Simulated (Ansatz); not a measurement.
# Si3N4 (P6_3/m): the host for defect calculations, part 2 of 3

Aim: the runs on the perfect crystal Si3N4 (P6_3/m) that a defect calculation needs first.

Ansatz 0.2.0; plane-wave PAW DFT, PBE; relaxation of the host's cell and atoms (the session's first sound run).

So far: Starting point; Host cell relaxation.

## Step 3: Dielectric tensors of the host

The response to a uniform electric field gives the electronic dielectric tensor.

This step: plane-wave PAW DFPT, PBEsol; dielectric tensors, Born charges and zone-centre modes of the host (Ansatz 0.2.0).

The input, eps/input.yaml:

```yaml
crystal:
  lattice:
    - [7.6639217114, 0.0, 0.0]
    - [-3.8319608557, 6.6371508947, 0.0]
    - [0.0, 0.0, 2.9262725668]
  atoms:
    - { symbol: Si, position: [0.2310829752, 0.8249730172, 0.75] }
    - { symbol: Si, position: [0.406109958, 0.2310829752, 0.25] }
    - { symbol: Si, position: [0.8249730172, 0.593890042, 0.25] }
    - { symbol: Si, position: [0.1750269828, 0.406109958, 0.75] }
    - { symbol: Si, position: [0.593890042, 0.7689170248, 0.75] }
    - { symbol: Si, position: [0.7689170248, 0.1750269828, 0.25] }
    - { symbol: "N", position: [0.3333333333, 0.6666666667, 0.75] }
    - { symbol: "N", position: [0.6666666667, 0.3333333333, 0.25] }
    - { symbol: "N", position: [0.9691646987, 0.6699923009, 0.75] }
    - { symbol: "N", position: [0.2991723978, 0.9691646987, 0.25] }
    - { symbol: "N", position: [0.6699923009, 0.7008276022, 0.25] }
    - { symbol: "N", position: [0.3300076991, 0.2991723978, 0.75] }
    - { symbol: "N", position: [0.0308353013, 0.3300076991, 0.25] }
    - { symbol: "N", position: [0.7008276022, 0.0308353013, 0.75] }
basis:
  ecutwfc: 420
hamiltonian:
  xc: pbesol
kpoints:
  mp_grid: { grid: [4, 4, 8] }
scf:
  occupations: { method: fixed }
  max_iter: 100
phonons:
  method: dfpt
  dielectric: true
  rigid_motions: translations
```

Launch:

```sh
ansatz run input.yaml --threads 4 --pin off --max-ram 9420MiB --backend cpu --events-out ev --progress --plain --runs-dir out
```

Numbers of over 12 decimals in the logs are rounded to 6 here.

Output:

```text
[...]
Crystal: 14 atoms, lattice volume = 148.850 Å³
Basis set: ecut = 420 eV, 2907 PW (Γ), exchange–correlation on 108×108×40 points (8 copies of the dense FFT grid, shifted against one another)
Bands: 46, of which v1, the nominal top of the filled ones, is band 32 counted from 1 (31 counted from 0)
Symmetry: 12 space group operations
k-points: 68 of 128 (irreducible under 1 space group operation, time reversal used)
[...]
SCF iter   1: F=—  HF=-6773.815855 eV  |F-HF|=—  |Δ(HF+E_count)|=         —  Δρ=9.84e-3  dr2=1.38e-1  ethr=1.77e-3  ⟨swp⟩=5.0  Hψ=12896  notcnv=0  defer=775
[...]
SCF iter   9: F=-6773.775828 eV  HF=-6773.775828 eV  |F-HF|=2.18e-11  |Δ(HF+E_count)|=   2.17e-9  Δρ=1.10e-7  dr2=2.04e-11  ethr=1.00e-12  ⟨swp⟩=19.9  Hψ=25050  notcnv=0
SCF 1 converged in 9 iterations: F = -6773.775828 eV  dr2 = 2.04e-11
[...]
NSCF: frozen V_eff on 2 k-points
DFPT response loops at Γ: preconditioner auto → Resta (q_TF=auto, 2.370 Å⁻¹)  ε∞=3.8 (no band partly filled); β = 1.00, the filter's whole step (`scf.mixing.beta` (0.50) is not read by the response loops at its default; [...]
── the response to a field inside a basis, on 4×4×8 k-points: an SCF that follows is theirs, and a resumed run solves both again ──
Bands: 33, of which v1, the nominal top of the filled ones, is band 32 counted from 1 (31 counted from 0)
k-points: 32 of 128 (irreducible under 4 space group operations)
[...]
Eigensolver: Dense (32 Hₖ)
SCF iter   1: F=—  HF=-6773.438900 eV  |F-HF|=—  |Δ(HF+E_count)|=         —  Δρ=5.51e-4  dr2=1.42e-4  ethr=1.00e-1
[...]
SCF iter   5: F=-6773.438962 eV  HF=-6773.438961 eV  |F-HF|=4.59e-8  |Δ(HF+E_count)|=   1.36e-7  Δρ=4.52e-6  dr2=5.94e-8  ethr=8.61e-10
SCF 1 converged in 5 iterations: F = -6773.438962 eV  dr2 = 5.94e-8
[...]
SCF converged after 9 iterations
Free energy (F): -6773.775828 eV
[...]
Internal energy: -6773.775828 eV  (E = F + TS)
E sigma→0 (E₀):  -6773.775828 eV
Fermi energy:    7.919902 eV
[...]
--- Band table (eV; the first three rows and the last of 68) ---
[...]
[... further k-points left out ...]
--- Phonons (Γ-DFPT): 8 representative perturbations + reference, on 68 of 128 k-points (Σ response iterations 29) ---
  k mesh reduced under 1 symmetry operation, with k and −k counted as one. Each operation leaves every solved perturbation unchanged. A smaller set is not considered because the run solves the response to a homogeneous field
  ASR residual: 3.615e-5 → 0.000e0 eV/Å²; symmetrization residual: 6.780e-6 eV/Å²
  ASR residual per site (eV/Å²): 1.53e-5 1.31e-5 2.08e-5 2.08e-5 1.31e-5 1.53e-5 3.16e-5 3.16e-5 3.26e-5 3.61e-5 3.04e-5 3.04e-5 3.26e-5 3.61e-5
  Γ frequencies (cm⁻¹): 0.00 0.00 0.00 176.14 176.14 195.15 216.85 216.85 241.50 260.88 294.08 294.08 352.94 389.57 405.15 405.15 426.89 426.89 435.27 535.71 545.29 545.29 591.77 591.77 627.46 699.11 821.43 830.53 830.53 833.76 833.76 847.25 858.07 858.07 [...]
  ε∞ (high-frequency dielectric tensor):
        4.313224     0.000000     0.000000
        0.000000     4.313224     0.000000
        0.000000     0.000000     4.393393
  ε⁰ (static dielectric tensor: ions relaxed, cell fixed):
        8.317701     0.000000    -0.000000
        0.000000     8.317701     0.000000
       -0.000000     0.000000     8.276609
  ε⁰ − ε∞ (ionic part):
        4.004477     0.000000    -0.000000
        0.000000     4.004477     0.000000
       -0.000000     0.000000     3.883216
  softest optical mode at Γ: 176.14 cm⁻¹; the repairs (sum rule, projections) moved no ω² at Γ by more than (2.51 cm⁻¹)²
  Born effective charges Z* (e; rows j = field, columns β = displacement):
    site 0:
         3.39414    0.22094    0.00000
         0.19137    3.31785    0.00000
         0.00000   -0.00000    3.40160
    site 1:
         3.15839   -0.05526    0.00000
        -0.08483    3.55360   -0.00000
        -0.00000   -0.00000    3.40160
    site 2:
         3.51546   -0.12133    0.00000
        -0.15090    3.19653    0.00000
         0.00000   -0.00000    3.40160
    site 3:
         3.51546   -0.12133    0.00000
        -0.15090    3.19653    0.00000
         0.00000   -0.00000    3.40160
    site 4:
         3.15839   -0.05526    0.00000
        -0.08483    3.55360   -0.00000
        -0.00000   -0.00000    3.40160
    site 5:
         3.39414    0.22094    0.00000
         0.19137    3.31785    0.00000
         0.00000   -0.00000    3.40160
    site 6:
        -2.96369   -0.05948   -0.00000
         0.05948   -2.96369   -0.00000
        -0.00000    0.00000   -1.71496
    site 7:
        -2.96369   -0.05948   -0.00000
         0.05948   -2.96369   -0.00000
        -0.00000   -0.00000   -1.71496
    site 8:
        -2.71593   -0.72430    0.00000
        -0.73438   -2.02028    0.00000
        -0.00000    0.00000   -2.82995
    site 9:
        -1.56256    0.06848    0.00000
         0.05840   -3.17364    0.00000
         0.00000   -0.00000   -2.82995
    site 10:
        -2.82581    0.67093   -0.00000
[...]
site 11:
[...]
site 12:
[...]
site 13:
[...]
Z* charge neutrality: 2.770e-2 e pre-enforcement
  solved inside a basis spanned on kpoints, on 4×4×8 k-points, its susceptibility summed on 6×6×12: ε∞ is read to err by 2.9e-2, Z* by 2.0e-2 e (field_mesh: kpoints solves on kpoints); Z* is corrected for what the basis lacks
  optical modes at Γ without the LO–TO term, one row a degenerate level:
      ω (cm⁻¹)  modes    IR ((D/Å)²/amu)
[...]
optical modes at Γ + LO–TO along q̂ = [1.0000, 0.0000, 0.0000]:
      ω (cm⁻¹)  modes    IR ((D/Å)²/amu)
[...]
optical modes at Γ + LO–TO along q̂ = [0.0000, 1.0000, 0.0000]:
      ω (cm⁻¹)  modes    IR ((D/Å)²/amu)
[...]
optical modes at Γ + LO–TO along q̂ = [0.0000, 0.0000, 1.0000]:
      ω (cm⁻¹)  modes    IR ((D/Å)²/amu)
[...]
627.46      1             0.0000
        699.11      1             0.0000
        830.53      2             0.0000
        833.76      2             0.0000
        847.25      1             0.0000
        858.07      2           234.3150
        889.40      2             0.0000
        902.60      1             0.0000
        988.90      2            11.6607
       1001.75      2             0.0000
       1022.62      1             0.0000
       1065.65      1           143.4147
```

It took 3.5 min on 4 threads of Arm Neoverse V1, shared host; peak memory 2.1 GiB; 14 min of CPU time.

In the SCF lines HF is the Harris–Foulkes energy and dr2 the Hartree energy of the density residual, in eV; the loop may stop once dr2 is under the threshold and the program's other checks hold. Hψ counts applications of the Hamiltonian.

Electronic dielectric tensor:

```
4.31 0.00 0.00
0.00 4.31 0.00
0.00 0.00 4.39
```

Static dielectric tensor:

```
8.32 0.00 0.00
0.00 8.32 0.00
0.00 0.00 8.28
```

The principal values of the electronic dielectric tensor are 4.31, 4.31 and 4.39. The principal values of the static dielectric tensor are 8.28, 8.32 and 8.32.

## Step 4: Defect free supercell relaxed in its symmetry

This cell, the one that will hold the defects, is built from the relaxed host. Its coarser k-points can move the atoms a little, so it is relaxed from the symmetric sites, as the reference for the test of stability.

This step: plane-wave PAW DFT, PBE; relaxation of the defect-free supercell in its symmetry (Ansatz 0.2.0).

System of this step: Si3N4 (P6_3/m). The cell holds 42 atoms: 18 Si and 24 N. Its edges and angles: a = 7.664 Å, b = 7.664 Å, c = 8.779 Å, α = 90.0°, β = 90.0°, γ = 120.0°.

The input, pristine.symmetric/input.yaml:

```yaml
crystal:
  lattice:
    - [7.6639217114, 0.0, 0.0]
    - [-3.8319608557, 6.6371508947, 0.0]
    - [0.0, 0.0, 8.7788177005]
  atoms:
    - { symbol: Si, position: [0.2310829752, 0.8249730172, 0.25] }
    - { symbol: Si, position: [0.406109958, 0.2310829752, 0.0833333333] }
    - { symbol: Si, position: [0.8249730172, 0.593890042, 0.0833333333] }
    - { symbol: Si, position: [0.1750269828, 0.406109958, 0.25] }
    - { symbol: Si, position: [0.593890042, 0.7689170248, 0.25] }
    - { symbol: Si, position: [0.7689170248, 0.1750269828, 0.0833333333] }
    - { symbol: "N", position: [0.3333333333, 0.6666666667, 0.25] }
    - { symbol: "N", position: [0.6666666667, 0.3333333333, 0.0833333333] }
    - { symbol: "N", position: [0.9691646987, 0.6699923009, 0.25] }
    - { symbol: "N", position: [0.2991723978, 0.9691646987, 0.0833333333] }
    - { symbol: "N", position: [0.6699923009, 0.7008276022, 0.0833333333] }
    - { symbol: "N", position: [0.3300076991, 0.2991723978, 0.25] }
    - { symbol: "N", position: [0.0308353013, 0.3300076991, 0.0833333333] }
    - { symbol: "N", position: [0.7008276022, 0.0308353013, 0.25] }
    - { symbol: Si, position: [0.2310829752, 0.8249730172, 0.5833333333] }
    - { symbol: Si, position: [0.406109958, 0.2310829752, 0.4166666667] }
    - { symbol: Si, position: [0.8249730172, 0.593890042, 0.4166666667] }
    - { symbol: Si, position: [0.1750269828, 0.406109958, 0.5833333333] }
    - { symbol: Si, position: [0.593890042, 0.7689170248, 0.5833333333] }
    - { symbol: Si, position: [0.7689170248, 0.1750269828, 0.4166666667] }
    - { symbol: "N", position: [0.3333333333, 0.6666666667, 0.5833333333] }
    - { symbol: "N", position: [0.6666666667, 0.3333333333, 0.4166666667] }
    - { symbol: "N", position: [0.9691646987, 0.6699923009, 0.5833333333] }
    - { symbol: "N", position: [0.2991723978, 0.9691646987, 0.4166666667] }
    - { symbol: "N", position: [0.6699923009, 0.7008276022, 0.4166666667] }
    - { symbol: "N", position: [0.3300076991, 0.2991723978, 0.5833333333] }
    - { symbol: "N", position: [0.0308353013, 0.3300076991, 0.4166666667] }
    - { symbol: "N", position: [0.7008276022, 0.0308353013, 0.5833333333] }
    - { symbol: Si, position: [0.2310829752, 0.8249730172, 0.9166666667] }
    - { symbol: Si, position: [0.406109958, 0.2310829752, 0.75] }
    - { symbol: Si, position: [0.8249730172, 0.593890042, 0.75] }
    - { symbol: Si, position: [0.1750269828, 0.406109958, 0.9166666667] }
    - { symbol: Si, position: [0.593890042, 0.7689170248, 0.9166666667] }
    - { symbol: Si, position: [0.7689170248, 0.1750269828, 0.75] }
    - { symbol: "N", position: [0.3333333333, 0.6666666667, 0.9166666667] }
    - { symbol: "N", position: [0.6666666667, 0.3333333333, 0.75] }
    - { symbol: "N", position: [0.9691646987, 0.6699923009, 0.9166666667] }
    - { symbol: "N", position: [0.2991723978, 0.9691646987, 0.75] }
    - { symbol: "N", position: [0.6699923009, 0.7008276022, 0.75] }
    - { symbol: "N", position: [0.3300076991, 0.2991723978, 0.9166666667] }
    - { symbol: "N", position: [0.0308353013, 0.3300076991, 0.75] }
    - { symbol: "N", position: [0.7008276022, 0.0308353013, 0.9166666667] }
basis:
  ecutwfc: 420
  xc_grid: 2
hamiltonian:
  xc: pbe
kpoints:
  mp_grid: { grid: [1, 1, 1] }
scf:
  occupations: { method: fermi_dirac, width: 0.01 }
  max_iter: 100
  lower_state_search: "off"
output:
  forces: true
relax:
  f_tol: 0.015
  max_steps: 60
  escape_saddle: false
checkpoint:
  write: "../pristine.symmetric.run"
  compress: false
  write_wavefunctions: false
  write_every: 100000
```

Output:

```text
[...]
Crystal: 42 atoms, lattice volume = 446.549 Å³
Basis set: ecut = 420 eV, 8723 PW (Γ), exchange–correlation on 108×108×120 points (8 copies of the dense FFT grid, shifted against one another)
Bands: 138, of which v1, the nominal top of the filled ones, is band 96 counted from 1 (95 counted from 0)
Symmetry: 36 space group operations
[...]
k-points: 1
[...]
SCF iter   1: F=—  HF=-20703.858701 eV  |F-HF|=—  |Δ(HF+E_count)|=         —  Δρ=3.75e-3  dr2=4.19e-2  ethr=1.77e-3  ⟨swp⟩=6.0  Hψ=663  notcnv=0  defer=15
[...]
SCF iter   6: F=-20703.857957 eV  HF=-20703.857956 eV  |F-HF|=3.39e-7  |Δ(HF+E_count)|=   7.10e-6  Δρ=2.14e-5  dr2=2.42e-6  ethr=2.93e-9  ⟨swp⟩=4.0  Hψ=430  notcnv=0
SCF 1 converged in 6 iterations: F = -20703.857957 eV  dr2 = 2.42e-6
[...]
relax step   1: F+E_penalty+E_count = -20703.85795678 eV  Δ(F+E_penalty+E_count) = +0.000e0 eV  max|allowed force component| = 1.103e-1 eV/Å  Δτ_max = 0.0000 Å  (6 SCF iters, dr2 threshold 5.63e-6 eV, accepted)
[...]
relax step   2: F+E_penalty+E_count = -20703.87981397 eV  Δ(F+E_penalty+E_count) = -2.186e-2 eV  max|allowed force component| = 5.742e-2 eV/Å  Δτ_max = 0.0124 Å  (6 SCF iters, dr2 threshold 7.60e-7 eV, accepted)
SCF iter   1: F=—  HF=-20703.886404 eV  |F-HF|=—  |Δ(HF+E_count)|=         —  Δρ=1.37e-3  dr2=6.64e-3  ethr=3.50e-5  ⟨swp⟩=3.0  Hψ=271  notcnv=0  defer=38
[...]
SCF iter   6: F=-20703.883957 eV  HF=-20703.883957 eV  |F-HF|=1.39e-8  |Δ(HF+E_count)|=   1.85e-7  Δρ=4.42e-6  dr2=9.65e-8  ethr=5.21e-11  ⟨swp⟩=5.0  Hψ=431  notcnv=0
SCF 3 converged in 6 iterations: F = -20703.883957 eV  dr2 = 9.65e-8
relax step   3: F+E_penalty+E_count = -20703.88395722 eV  Δ(F+E_penalty+E_count) = -4.143e-3 eV  max|allowed force component| = 8.029e-3 eV/Å  Δτ_max = 0.0075 Å  (6 SCF iters, accepted)
SCF converged after 6 iterations
Free energy (F): -20703.883957 eV
[...]
Internal energy: -20703.883957 eV  (E = F + TS)
E sigma→0 (E₀):  -20703.883957 eV
Fermi energy:    10.097925 eV
[...]
--- Forces (eV/Å), atoms counted from 1 ---
  atom   1  Si     0.00009910    -0.00802889    -0.00000000
  atom   2  Si     0.00700277    -0.00392862    -0.00000000
  atom   3  Si    -0.00690367    -0.00410026    -0.00000000
  atom   4  Si     0.00690367     0.00410026     0.00000000
  atom   5  Si    -0.00700277     0.00392862     0.00000000
  atom   6  Si    -0.00009910     0.00802889    -0.00000000
  atom   7  N      0.00000000    -0.00000000    -0.00000000
  atom   8  N     -0.00000000     0.00000000     0.00000000
  atom   9  N      0.00546598     0.00144412     0.00000000
  atom  10  N      0.00148235     0.00545574     0.00000000
  atom  11  N      0.00398363    -0.00401162    -0.00000000
  atom  12  N     -0.00398363     0.00401162    -0.00000000
  atom  13  N     -0.00546598    -0.00144412    -0.00000000
  atom  14  N     -0.00148235    -0.00545574    -0.00000000
  atom  15  Si     0.00009910    -0.00802889    -0.00000000
  atom  16  Si     0.00700277    -0.00392862     0.00000000
  atom  17  Si    -0.00690367    -0.00410026    -0.00000000
  atom  18  Si     0.00690367     0.00410026     0.00000000
  atom  19  Si    -0.00700277     0.00392862    -0.00000000
  atom  20  Si    -0.00009910     0.00802889    -0.00000000
  atom  21  N      0.00000000    -0.00000000     0.00000000
  atom  22  N     -0.00000000     0.00000000     0.00000000
  atom  23  N      0.00546598     0.00144412    -0.00000000
  atom  24  N      0.00148235     0.00545574    -0.00000000
  atom  25  N      0.00398363    -0.00401162     0.00000000
  atom  26  N     -0.00398363     0.00401162    -0.00000000
  atom  27  N     -0.00546598    -0.00144412    -0.00000000
  atom  28  N     -0.00148235    -0.00545574    -0.00000000
  atom  29  Si     0.00009910    -0.00802889    -0.00000000
  atom  30  Si     0.00700277    -0.00392862    -0.00000000
  atom  31  Si    -0.00690367    -0.00410026    -0.00000000
  atom  32  Si     0.00690367     0.00410026    -0.00000000
  atom  33  Si    -0.00700277     0.00392862     0.00000000
  atom  34  Si    -0.00009910     0.00802889     0.00000000
  atom  35  N      0.00000000    -0.00000000     0.00000000
  atom  36  N     -0.00000000     0.00000000    -0.00000000
  atom  37  N      0.00546598     0.00144412     0.00000000
  atom  38  N      0.00148235     0.00545574     0.00000000
  atom  39  N      0.00398363    -0.00401162     0.00000000
  atom  40  N     -0.00398363     0.00401162     0.00000000
  atom  41  N     -0.00546598    -0.00144412     0.00000000
  atom  42  N     -0.00148235    -0.00545574     0.00000000
  max |Σ_I F_I| component: 4.99e-18 eV/Å
--- Relaxed structure (3 steps of the walk, 3 accepted, 0 SCFs on fresh bases) ---
  F+E_penalty+E_count = -20703.88395722 eV   max|allowed force component| = 8.029e-3 eV/Å
  atoms:
    - { symbol: Si, position: [0.228350, 0.822924, 0.25] }
    - { symbol: Si, position: [0.405426, 0.228350, 0.083333] }
    - { symbol: Si, position: [0.822924, 0.594574, 0.083333] }
    - { symbol: Si, position: [0.177076, 0.405426, 0.25] }
    - { symbol: Si, position: [0.594574, 0.771650, 0.25] }
    - { symbol: Si, position: [0.771650, 0.177076, 0.083333] }
    - { symbol: N, position: [0.333333, 0.666667, 0.25] }
    - { symbol: N, position: [0.666667, 0.333333, 0.083333] }
    - { symbol: N, position: [0.966515, 0.669877, 0.25] }
    - { symbol: N, position: [0.296638, 0.966515, 0.083333] }
    - { symbol: N, position: [0.669877, 0.703362, 0.083333] }
    - { symbol: N, position: [0.330123, 0.296638, 0.25] }
    - { symbol: N, position: [0.033485, 0.330123, 0.083333] }
    - { symbol: N, position: [0.703362, 0.033485, 0.25] }
    - { symbol: Si, position: [0.228350, 0.822924, 0.583333] }
    - { symbol: Si, position: [0.405426, 0.228350, 0.416667] }
    - { symbol: Si, position: [0.822924, 0.594574, 0.416667] }
    - { symbol: Si, position: [0.177076, 0.405426, 0.583333] }
    - { symbol: Si, position: [0.594574, 0.771650, 0.583333] }
    - { symbol: Si, position: [0.771650, 0.177076, 0.416667] }
    - { symbol: N, position: [0.333333, 0.666667, 0.583333] }
    - { symbol: N, position: [0.666667, 0.333333, 0.416667] }
    - { symbol: N, position: [0.966515, 0.669877, 0.583333] }
    - { symbol: N, position: [0.296638, 0.966515, 0.416667] }
    - { symbol: N, position: [0.669877, 0.703362, 0.416667] }
    - { symbol: N, position: [0.330123, 0.296638, 0.583333] }
    - { symbol: N, position: [0.033485, 0.330123, 0.416667] }
    - { symbol: N, position: [0.703362, 0.033485, 0.583333] }
    - { symbol: Si, position: [0.228350, 0.822924, 0.916667] }
    - { symbol: Si, position: [0.405426, 0.228350, 0.75] }
    - { symbol: Si, position: [0.822924, 0.594574, 0.75] }
    - { symbol: Si, position: [0.177076, 0.405426, 0.916667] }
    - { symbol: Si, position: [0.594574, 0.771650, 0.916667] }
    - { symbol: Si, position: [0.771650, 0.177076, 0.75] }
    - { symbol: N, position: [0.333333, 0.666667, 0.916667] }
    - { symbol: N, position: [0.666667, 0.333333, 0.75] }
    - { symbol: N, position: [0.966515, 0.669877, 0.916667] }
    - { symbol: N, position: [0.296638, 0.966515, 0.75] }
    - { symbol: N, position: [0.669877, 0.703362, 0.75] }
    - { symbol: N, position: [0.330123, 0.296638, 0.916667] }
    - { symbol: N, position: [0.033485, 0.330123, 0.75] }
    - { symbol: N, position: [0.703362, 0.033485, 0.916667] }
```

Run time: 3.4 s. Hardware: 4 threads; peak memory 0.51 GiB.

Step by step:

```csv
step,energy less that of the first step (eV),largest force component (eV/Å)
1,0.0000,0.1103
2,-0.0219,0.0574
3,-0.0260,0.0080
```

Forces are held to the 36 operations that the run works with; a distortion that breaks them can't arise in this run.

The atoms that moved most (Å):

```csv
atom,dx,dy,dz,length
N9,-0.020,-0.001,0.000,0.020
N23,-0.020,-0.001,0.000,0.020
N37,-0.020,-0.001,0.000,0.020
N27,0.020,0.001,0.000,0.020
N41,0.020,0.001,0.000,0.020
N13,0.020,0.001,0.000,0.020
N14,0.009,0.018,0.000,0.020
N28,0.009,0.018,0.000,0.020
```

The relaxation ends 0.6 meV an atom lower, with a largest force component of 0.0080 eV/Å.

(Continued in part 3 of 3.)

[Logs are printed without paths, hosts, clocks, repeated set-up lines and the standing remarks that a program may print on its own settings, such as how far it seeks lower states.]

[Hosts, paths, dates, database ids (printed as entryN), source tags and the programs' standing remarks are cut or masked in the printed files.]

[Runs of the host that timed out are not shown.]

[For some hosts the program warned that the k-mesh of the response run may be too coarse for force constants and the static dielectric constant; such warnings are not always shown.]
